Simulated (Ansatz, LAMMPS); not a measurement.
# Glassy 74SiO2-15ZnO-11Na2O (mol %) (77 atoms): a short ab initio trajectory

Aim: follow glassy 74SiO2-15ZnO-11Na2O (mol %) (77 atoms) for a short time with forces from DFT, then look at structure and electrons in the last frame.

Main program and level: Ansatz 0.2.0; Kohn-Sham DFT, PBE, PAW (set soft_2), plane waves.

## (1) The starting structure

The cell holds 77 atoms: 20 Si, 4 Zn, 6 Na and 47 O. Its edges and angles: a = 10.161 Å, b = 10.161 Å, c = 10.161 Å, α = 90.0°, β = 90.0°, γ = 90.0°. 77 atoms (20 Si, 4 Zn, 6 Na, 47 O) placed at random at 2.58 g/cm³, melted at 4000 K for 10 ps at fixed volume with the Morse and Coulomb pair potential with partial charges (Pedone, Malavasi, Menziani, Cormack and Segre, J. Phys. Chem. B 110, 11780 (2006)). Quenched from 4000 K to 300 K at 50 K/ps and fixed volume, held 10 ps at zero pressure, then minimised at fixed cell.

Limits known from the start: The quench rate of 50 K/ps is orders of magnitude faster than experiment, which tends to freeze in extra defects. The network of bonds at the start is that of the classical potential that made the cell, and needn't be the one that DFT or experiment would give. Only the Γ point is sampled, in a cell whose shortest periodic width is 10 Å.

## (2) Dynamics at 900 K

A Langevin thermostat couples each atom to a heat bath, at the price of damped dynamics. The time step is 1.0 fs.

input.yaml

```yaml
crystal:
  lattice:
    - [10.16074, 0.0, 0.0]
    - [0.0, 10.16074, 0.0]
    - [0.0, 0.0, 10.16074]
  atoms:
    - { symbol: Si, position: [0.81672, 0.2917, 0.12356] }
    - { symbol: Si, position: [0.80312, 0.99894, 0.42012] }
    - { symbol: Si, position: [0.00701, 0.20473, 0.70402] }
    - { symbol: Si, position: [0.36367, 0.54958, 0.12504] }
    [... 67 atom lines left out ...]
    - { symbol: O, position: [0.73133, 0.65024, 0.39527] }
    - { symbol: O, position: [0.43743, 0.66946, 0.21081] }
    - { symbol: O, position: [0.62328, 0.34319, 0.85024] }
    - { symbol: O, position: [0.77266, 0.88897, 0.30182] }
    - { symbol: O, position: [0.31324, 0.89474, 0.17537] }
    - { symbol: O, position: [0.458, 0.2033, 0.31668] }
kpoints:
  mp_grid: { grid: [1, 1, 1] }
hamiltonian:
  xc: pbe
scf:
  occupations: { method: fermi_dirac, width: 0.078 }
output:
  forces: true
md:
  timestep: 1.0
  n_steps: 299
  ensemble: nvt_langevin
  temperature: 900
  initial_velocities: maxwell_boltzmann
  seed: 6148
```

The run is started by

```bash
> ansatz run input.yaml --threads 4 --pin off --max-ram 8192MiB --backend cpu --events-out ev --progress --plain --runs-dir out
```

Run time: 26 min. Hardware: 4 threads of Arm Neoverse V2, shared host; peak memory 1.3 GiB.

The program notes that it switched symmetry off.

The trajectory, sampled:

```csv
time (fs),T (K),potential (meV/atom)
0.0,888,0.0
20.0,662,39.3
40.0,630,56.5
60.0,831,42.0
80.0,660,71.9
100.0,870,63.6
120.0,900,57.3
140.0,834,66.4
159.0,918,67.7
179.0,955,77.8
199.0,791,91.6
219.0,749,83.4
239.0,820,59.6
259.0,889,62.1
279.0,772,72.7
299.0,797,54.0
```

Mean square displacement from the first frame to the last: Si 0.054 Å², Zn 0.17 Å², Na 0.80 Å², O 0.11 Å².

Table of mean square displacement by time lag:

```csv
time lag (fs),Na (Å²),O (Å²),Si (Å²),Zn (Å²)
1.0,1.0e-4,1.2e-4,6.6e-5,4.1e-5
13.0,0.0162,0.0169,0.00870,0.00657
19.0,0.0334,0.0305,0.0149,0.0136
32.0,0.0861,0.0610,0.0249,0.0356
44.0,0.147,0.0881,0.0312,0.0620
56.0,0.211,0.107,0.0357,0.0922
63.0,0.248,0.115,0.0375,0.111
75.0,0.310,0.125,0.0403,0.144
87.0,0.369,0.131,0.0430,0.177
94.0,0.400,0.134,0.0448,0.195
106.0,0.448,0.138,0.0478,0.225
118.0,0.484,0.141,0.0496,0.250
131.0,0.509,0.143,0.0514,0.274
137.0,0.517,0.144,0.0522,0.283
150.0,0.529,0.146,0.0535,0.300
```

Over the second half of 299 fs the temperature averages 847 K with swings of 64 K r.m.s. From first frame to last Na has the largest mean square displacement, 0.80 Å² at the end; the farthest move is 1.83 Å. The run spans 0.30 ps, too short for its means to be equilibrium values.

## (3) Distances and neighbours late in the run

The g(r) is a mean over the second half.

Density 2.71 g/cm³, 13.62 Å³ an atom.

Mean of 14 frames. g(r), total and by pair (bins of 0.2 Å):

```csv
r (Å),total,O-O,O-Si,O-Na,O-Zn,Si-Si,Si-Na
1.50,0.99,0.00,3.11,0.00,0.00,0.00,0.00
1.70,3.13,0.00,9.79,0.00,0.41,0.00,0.00
1.90,0.42,0.00,0.23,0.05,5.37,0.00,0.00
2.10,0.20,0.00,0.00,0.96,1.62,0.00,0.00
2.30,0.26,0.09,0.00,1.85,0.69,0.00,0.00
2.50,0.90,1.93,0.00,1.56,0.17,0.00,0.12
2.70,1.60,3.67,0.04,1.54,0.52,0.10,0.27
2.90,0.96,1.39,0.18,1.21,0.24,1.94,1.09
3.10,0.92,0.74,0.29,1.33,0.52,3.53,1.90
3.30,0.74,0.55,0.48,0.72,0.82,1.71,1.77
3.50,0.87,0.60,1.01,0.63,0.93,0.11,2.49
3.70,0.87,0.64,1.23,0.82,0.68,0.05,1.35
3.90,1.03,0.67,1.71,0.84,0.90,0.47,0.84
4.10,1.30,0.85,2.20,0.93,1.53,0.70,0.75
4.30,1.19,0.91,1.50,1.03,1.96,0.89,0.84
4.50,1.01,1.00,0.87,1.16,1.24,1.53,0.57
4.70,0.99,1.19,0.66,1.08,1.29,1.27,0.68
4.90,1.09,1.34,0.89,1.13,0.85,1.42,0.64
```

## (4) Single point at the last frame

The last frame is solved again with fuller output, to read the electronic structure of a thermally displaced geometry.

input.yaml

```yaml
crystal:
  lattice:
    - [10.16074, 0.0, 0.0]
    - [0.0, 10.16074, 0.0]
    - [0.0, 0.0, 10.16074]
  atoms:
    - { symbol: Si, position: [0.80745, 0.28161, 0.1201] }
    - { symbol: Si, position: [0.80052, 0.95408, 0.41984] }
    - { symbol: Si, position: [0.03332, 0.19512, 0.70088] }
    - { symbol: Si, position: [0.36268, 0.53376, 0.09812] }
    [... 67 atom lines left out ...]
    - { symbol: O, position: [0.72934, 0.60243, 0.37649] }
    - { symbol: O, position: [0.43778, 0.65007, 0.19508] }
    - { symbol: O, position: [0.66205, 0.34292, 0.86129] }
    - { symbol: O, position: [0.75086, 0.84786, 0.30118] }
    - { symbol: O, position: [0.28332, 0.87314, 0.18405] }
    - { symbol: O, position: [0.44457, 0.18193, 0.30804] }
kpoints:
  mp_grid: { grid: [1, 1, 1] }
hamiltonian:
  xc: pbe
scf:
  occupations: { method: fixed }
output:
  forces: true
  stress: true
  populations: true
  dos:
    method: { smearing: { sigma: 0.08 } }
    de: 0.1
    projected: { site_lists: { Na: [Na], O: [O], Si: [Si], Zn: [Zn] } }
  eigenvalues: true
  write_density: true
  write_potential: true
  volumetric_format: npy
```

The job ended after 12 s (4 threads; peak memory 1.3 GiB; 45 s of CPU time).

Numbers from this run:

| Item | Value |
| --- | --- |
| free energy | -61644.6731 eV |
| free energy per atom | -800.5802 eV/atom |
| SCF cycles | 10 |
| pressure | 0.4432 GPa |
| r.m.s. force component | 1.271 eV/Å |
| longest force | 4.945 eV/Å |
| Fermi energy | 3.953 eV |
| gap (highest filled to lowest empty level) | 2.675 eV |
| spilling of the projection | 0.01129 |

Length of the force by element:

```csv
element,coordination,atoms,mean length of the force (eV/Å),spread,least,most
Na,all,6,0.634,0.397,0.071,1.23
O,all,47,1.74,1.05,0.252,4.69
Si,all,20,2.75,1.01,0.913,4.94
Zn,all,4,0.919,0.443,0.407,1.48
```

Löwdin charges by element (they lack the spilled electrons, 0.068 e an atom on average):

```csv
element,coordination,atoms,mean charge (e),spread,least,most
Na,all,6,0.797,0.018,0.782,0.833
O,all,47,-0.846,0.091,-1.21,-0.760
Si,all,20,1.72,0.052,1.60,1.79
Zn,all,4,1.48,0.0147,1.45,1.49
```

States in the cell by windows of 1 eV, zero at the Fermi level; the larger projections on atomic orbitals stand beside the total:

```csv
from (eV),to (eV),total,O p,Si p,Zn d,O s
-18,-17,14.1,0.2,1.7,0.1,11.3
-17,-16,7.9,0.1,1.0,0.0,6.3
-16,-15,2.0,0.0,0.0,0.1,1.8
-15,-11,0.0,0.0,0.0,0.0,0.0
-11,-10,6.0,3.9,0.3,0.0,0.2
-10,-9,10.6,7.1,0.7,0.0,0.5
-9,-8,12.2,8.5,1.3,0.1,0.6
-8,-7,20.7,15.2,3.6,0.3,0.4
-7,-6,29.0,19.5,4.3,4.0,0.3
-6,-5,40.0,16.7,2.1,19.3,1.0
-5,-4,52.6,37.4,2.6,9.4,1.3
-4,-3,51.1,43.7,1.8,3.1,1.0
-3,-2,46.8,42.7,1.1,1.3,0.6
-2,-1,36.8,33.3,0.8,1.4,0.3
-1,0,15.8,14.2,0.2,0.7,0.1
0,1,0.5,0.5,0.0,0.0,0.0
1,2,0.0,0.0,0.0,0.0,0.0
2,3,2.0,0.1,0.0,0.0,0.5
3,4,2.0,0.3,0.1,0.0,0.2
4,5,9.4,1.3,1.4,0.0,1.3
```

The curve was stored every 0.10 eV, coarse against its broadening of 0.08 eV, so these counts are rough.

With fixed occupations the program's Fermi level is the highest filled level; weight inside the gap is the broadening of levels at its edges.

Between -26 and -18 eV lie 106 more states.

The levels nearest the highest filled one (over half full), pooled over k-points and spins:

```csv
level less the highest filled one (eV),occupation
-0.729,2
-0.630,2
-0.605,2
-0.509,2
-0.281,2
0,2
2.68,0
3.89,0
4.26,0
4.57,0
4.66,0
4.82,0
```

Mean Löwdin charges: Na +0.80, O -0.85, Si +1.72, Zn +1.48 e (they miss 1.1 % of the electrons, so they add up to more than the cell's charge).

## (5) Summary of results

| Property | Result |
| --- | --- |
| mean temperature, second half | 846.6 K |
| temperature swing, second half | 63.65 K |
| free energy per atom | -800.5802 eV/atom |
| pressure | 0.4432 GPa |
| r.m.s. force component | 1.271 eV/Å |
| gap (highest filled to lowest empty level) | 2.675 eV |
| wall time of the 2 DFT runs | 26 min |

In words: Over the second half of 299 fs the temperature averages 847 K with swings of 64 K r.m.s. The run spans 0.30 ps, too short for its means to be equilibrium values. Between filled and empty levels lie 2.68 eV (at Γ alone); a semilocal functional tends to put such gaps too low. In a disordered cell it changes from sample to sample, and tail or defect levels can set it.

**Limits.** The pressure of a single frame lacks the kinetic term, about 0.86 GPa here.

[Logs are printed without paths, hosts, clocks, repeated set-up lines and the standing remarks that a program may print on its own settings, such as how far it seeks lower states.]

[Hosts, paths, dates, database ids (printed as entryN), source tags and the programs' standing remarks are cut or masked in the printed files.]
